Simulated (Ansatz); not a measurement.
# MgTlF3 (model cell, started as cubic perovskite with Mg in the octahedra): the cell at rest

Task: relax MgTlF3 (model cell, started as cubic perovskite with Mg in the octahedra) tightly.

Method: DFT PBEsol, scalar-relativistic, plane waves, PAW; PAW set soft_1, in Ansatz 0.2.0.

Report form: the programs' logs are mostly left out.

The structure was built from a prototype and need not be the compound's stable phase.

**1. The structure**

Symmetry: Pm-3m, No. 221, cubic system. Conventional cell: a = 4.018 Å, b = 4.018 Å, c = 4.018 Å, α = 90.00°, β = 90.00°, γ = 90.00°. Nearest to Tl lie 12 F at 2.84 Å. Nearest to Mg lie 6 F at 2.01 Å. F has 2 Mg at 2.01 Å nearest. Farther neighbours and most contacts between anions are not listed.

**2. Probe on a coarse mesh**

First a cheap look: the gap decides the mesh and the occupations, the pressure tells how far the cell has to move.

Contents of input.yaml:

```yaml
crystal:
  lattice:
    - [4.018, 0.0, 0.0]
    - [0.0, 4.018, 0.0]
    - [0.0, 0.0, 4.018]
  atoms:
    - { symbol: Tl, position: [0.0, 0.0, 0.0] }
    - { symbol: Mg, position: [0.5, 0.5, 0.5] }
    - { symbol: F, position: [0.5, 0.5, 0.0] }
    - { symbol: F, position: [0.5, 0.0, 0.5] }
    - { symbol: F, position: [0.0, 0.5, 0.5] }
kpoints:
  mp_grid: { grid: [4, 4, 4] }
hamiltonian:
  xc: pbesol
  pseudopotentials: { kind: paw, azcp: { folder: soft_1 }, xc_functional: pbe }
scf:
  occupations: { method: gaussian, width: 0.1 }
output:
  forces: true
  stress: true
  eigenvalues: true
```

On the command line:

```sh
$ ansatz run input.yaml --threads 4 --pin off --max-ram 16384MiB --backend cpu --events-out ev --progress --plain --runs-dir out
```

Run time: 0.55 s. Hardware: 4 threads of Arm Neoverse V2, shared host; peak memory 0.32 GiB; 1.5 s of CPU time.

A gap read on the k-mesh alone can miss the band edges.

This step gave:

| Item | Value |
| --- | --- |
| pressure | 3.752 GPa |
| gap on the k-mesh | 3.992 eV |
| volume per atom | 12.97 Å³ |
| direct gap on mesh | 4.032 eV |

The coarse mesh shows a gap of 3.99 eV and a pressure of 3.8 GPa.

**3. Relaxation**

The cell and atoms are relaxed, since residual forces and stress would shift the frequencies.

input.yaml, the sections that differ from step 2:

```yaml
kpoints:
  mp_grid: { grid: [6, 6, 6] }
scf:
  occupations: { method: gaussian, width: 0.02 }
output:
  forces: true
  stress: true
  eigenvalues: true
  write_density: true
  write_potential: true
  elf: true
  volumetric_format: npy
relax:
  adjacent_minimum: "off"
  f_tol: 0.005
  max_steps: 80
  cell: { stress_tol: 0.05 }
# crystal, hamiltonian: as in step 2
```

Wall time 4.3 s (4 threads); peak memory 0.37 GiB.

The steps of the relaxation:

```
step  energy less that of the first step (eV)  largest force component (eV/Å)  pressure (GPa)  volume (Å³)
   1                                   0.0000                          0.0000            3.73        64.87
   2                                  -0.0218                          0.0000            1.49        66.43
   3                                  -0.0248                          0.0000            0.08        67.51
   4                                  -0.0247                          0.0000            0.00        67.58
  5*                                  -0.0324                          0.0000            0.23        67.58
   6                                  -0.0322                          0.0000            0.01        67.76
  7*                                  -0.0326                          0.0000            0.02        67.76
```

Relaxation steps marked * repeat the geometry before them on a plane-wave basis chosen anew for their cell, so energy and pressure can jump there.

Forces are held to the 48 operations that the run works with; a distortion that breaks them can't arise in this run.

```csv
"conventional cell, symmetrised",before,after,change
a (Å),4.018,4.077,+1.5 %
b (Å),4.018,4.077,+1.5 %
c (Å),4.018,4.077,+1.5 %
volume (Å³/atom),12.97,13.55,+4.5 %
```

This step gave:

- pressure: 0.01887 GPa
- gap on the k-mesh: 4.061 eV
- volume per atom: 13.55 Å³
- direct gap on mesh: 4.078 eV

ELF in the ac plane at fractional y = 0.500, with atoms of Mg and F within 0.2 Å of it. It is the smooth field of the valence electrons, not physical close to the nuclei.

Ten even steps from '0' (0.02) to '9' (0.80), each cell a mean:
```
00028998995100
00016999983000
11002577641001
65200111100135
99730022100489
99950233311699
69960321321798
89950332321799
99840133201599
87410000000268
22001456530012
00004899972000
00027999995100
00028986996100
```
Columns run along a (4.1 Å), rows up along c (4.1 Å). Atoms in or near the plane, at fractional coordinates: Mg at (0.50, 0.50), F at (0.50, 0.00), F at (0.00, 0.50).

Valence density in the ac plane at fractional y = 0.500, with atoms of Mg and F within 0.2 Å of it. It is the smooth field of the valence electrons, not physical close to the nuclei.

Values in e/Å³, 14 rows by 14 columns, each cell a mean:
```
 0  0  0  0  1  2  7  9  5  1  0  0  0  0
 0  0  0  0  0  1  3  3  2  1  0  0  0  0
 0  0  0  0  0  0  1  1  0  0  0  0  0  0
 0  0  0  0  0  0  0  0  0  0  0  0  0  0
 2  1  0  0  0  0  1  2  1  0  0  0  1  1
 7  4  1  0  0  1  8 11  5  1  0  0  2  5
12  7  2  0  0  3 18 25 11  2  0  1  3  9
10  6  1  0  0  2 13 18  8  1  0  1  3  7
 3  2  1  0  0  0  2  3  1  0  0  0  1  2
 1  0  0  0  0  0  0  0  0  0  0  0  0  1
 0  0  0  0  0  0  0  0  0  0  0  0  0  0
 0  0  0  0  0  1  1  2  1  0  0  0  0  0
 0  0  0  0  0  2  6  7  4  1  0  0  0  0
 0  0  0  0  1  3 10 12  7  2  0  0  0  0
```
Columns run along a (4.1 Å), rows up along c (4.1 Å). Atoms in or near the plane, at fractional coordinates: Mg at (0.50, 0.50), F at (0.50, 0.00), F at (0.00, 0.50).

Electrostatic potential energy in the ac plane at fractional y = 0.500, with atoms of Mg and F within 0.2 Å of it. With pseudopotentials it is smooth inside the atoms' cores, unlike the true potential.

Values in eV, 14 rows by 14 columns, each cell a mean:
```
 11  11  12  12   9 -12 -32 -37 -26  -4  12  12  11  11
 11  12  12  12  10   3 -17 -21 -10   6  11  12  12  11
 12  12  11  11  10   8   6   5   7   9  10  11  12  12
 12  11  11  10   8   5   2   1   3   6   9  10  11  12
 -9  -1   9   8   4  -5 -23 -28 -16  -2   6   9   6  -4
-32 -24   0   6  -1 -23 -56 -58 -46 -16   3   7 -10 -26
-40 -34  -9   5  -6 -39 -63 -63 -58 -28   1   5 -21 -37
-37 -30  -5   6  -4 -32 -63 -63 -56 -23   2   6 -17 -32
-17  -8   8   8   3  -9 -32 -39 -23  -5   5   8   3 -12
  8  10  10   9   6   3  -4  -6  -1   4   8  10  10   9
 11  12  11  11   9   8   6   5   6   8  10  11  12  12
 11  12  12  11  10   8  -5  -9   0   9  11  11  12  12
 12  12  12  12  10  -8 -30 -34 -24  -1  11  12  12  11
 12  12  11  11   8 -17 -37 -40 -32  -9  12  12  11  11
```
Columns run along a (4.1 Å; values clipped at the 3rd and 97th percentile), rows up along c (4.1 Å). Atoms in or near the plane, at fractional coordinates: Mg at (0.50, 0.50), F at (0.50, 0.00), F at (0.00, 0.50).

In this step the volume went from 12.97 to 13.55 Å³/atom.

**4. Relaxing to small forces for the phonons**

Phonons need a cell at rest on their own settings, so the relaxation is repeated with tight tolerances on forces and stress on the k mesh and occupations of the first response run.

Contents of input.yaml:

```yaml
crystal:
  lattice:
    - [4.0768783065, 0.0, 0.0]
    - [0.0, 4.0768783065, 0.0]
    - [0.0, 0.0, 4.0768783065]
  atoms:
    - { symbol: Tl, position: [0.0, 0.0, 0.0] }
    - { symbol: Mg, position: [0.5, 0.5, 0.5] }
    - { symbol: F, position: [0.5, 0.5, 0.0] }
    - { symbol: F, position: [0.5, 0.0, 0.5] }
    - { symbol: F, position: [0.0, 0.5, 0.5] }
kpoints:
  mp_grid: { grid: [8, 8, 8] }
hamiltonian:
  xc: pbesol
  pseudopotentials: { kind: paw, azcp: { folder: soft_1 }, xc_functional: pbe }
scf:
  occupations: { method: fixed }
output:
  forces: true
  stress: true
  eigenvalues: true
relax:
  adjacent_minimum: "off"
  f_tol: 0.001
  max_steps: 60
  cell: { stress_tol: 0.01 }
```

It took 3.1 s on 4 threads; peak memory 0.39 GiB; 11 s of CPU time.

Little changed from the start: no atom moved by 0.005 Å and no cell edge by 0.1 %.

This step gave:

| Property | Result |
| --- | --- |
| pressure | 0.007654 GPa |

The forces vanish by symmetry and the pressure is 0.008 GPa, within the tolerances set. The cell now holds 13.55 Å³/atom.

**5. Results**

- space group after relaxation (within 0.01 Å): Pm-3m
- lattice constant a: 4.077 Å
- lattice constant b: 4.077 Å
- lattice constant c: 4.077 Å
- volume per atom: 13.6 Å³
- gap on the k-mesh: 4.06 eV

In words: The forces vanish by symmetry and the pressure is 0.008 GPa, within the tolerances set. The cell now holds 13.55 Å³/atom. The relaxation keeps the symmetry of its start, so it says nothing on stability against lower symmetry. Spin-orbit coupling is left out, which can matter for the heavy elements here. The PAW files were made for PBE and serve the other functionals too. The starting cell was built on a prototype and not taken from a measurement, so the phase need not exist.

[Logs are printed without paths, hosts, clocks, repeated set-up lines and the standing remarks that a program may print on its own settings, such as how far it seeks lower states.]

[Hosts, paths, dates, database ids (printed as entryN), source tags and the programs' standing remarks are cut or masked in the printed files.]
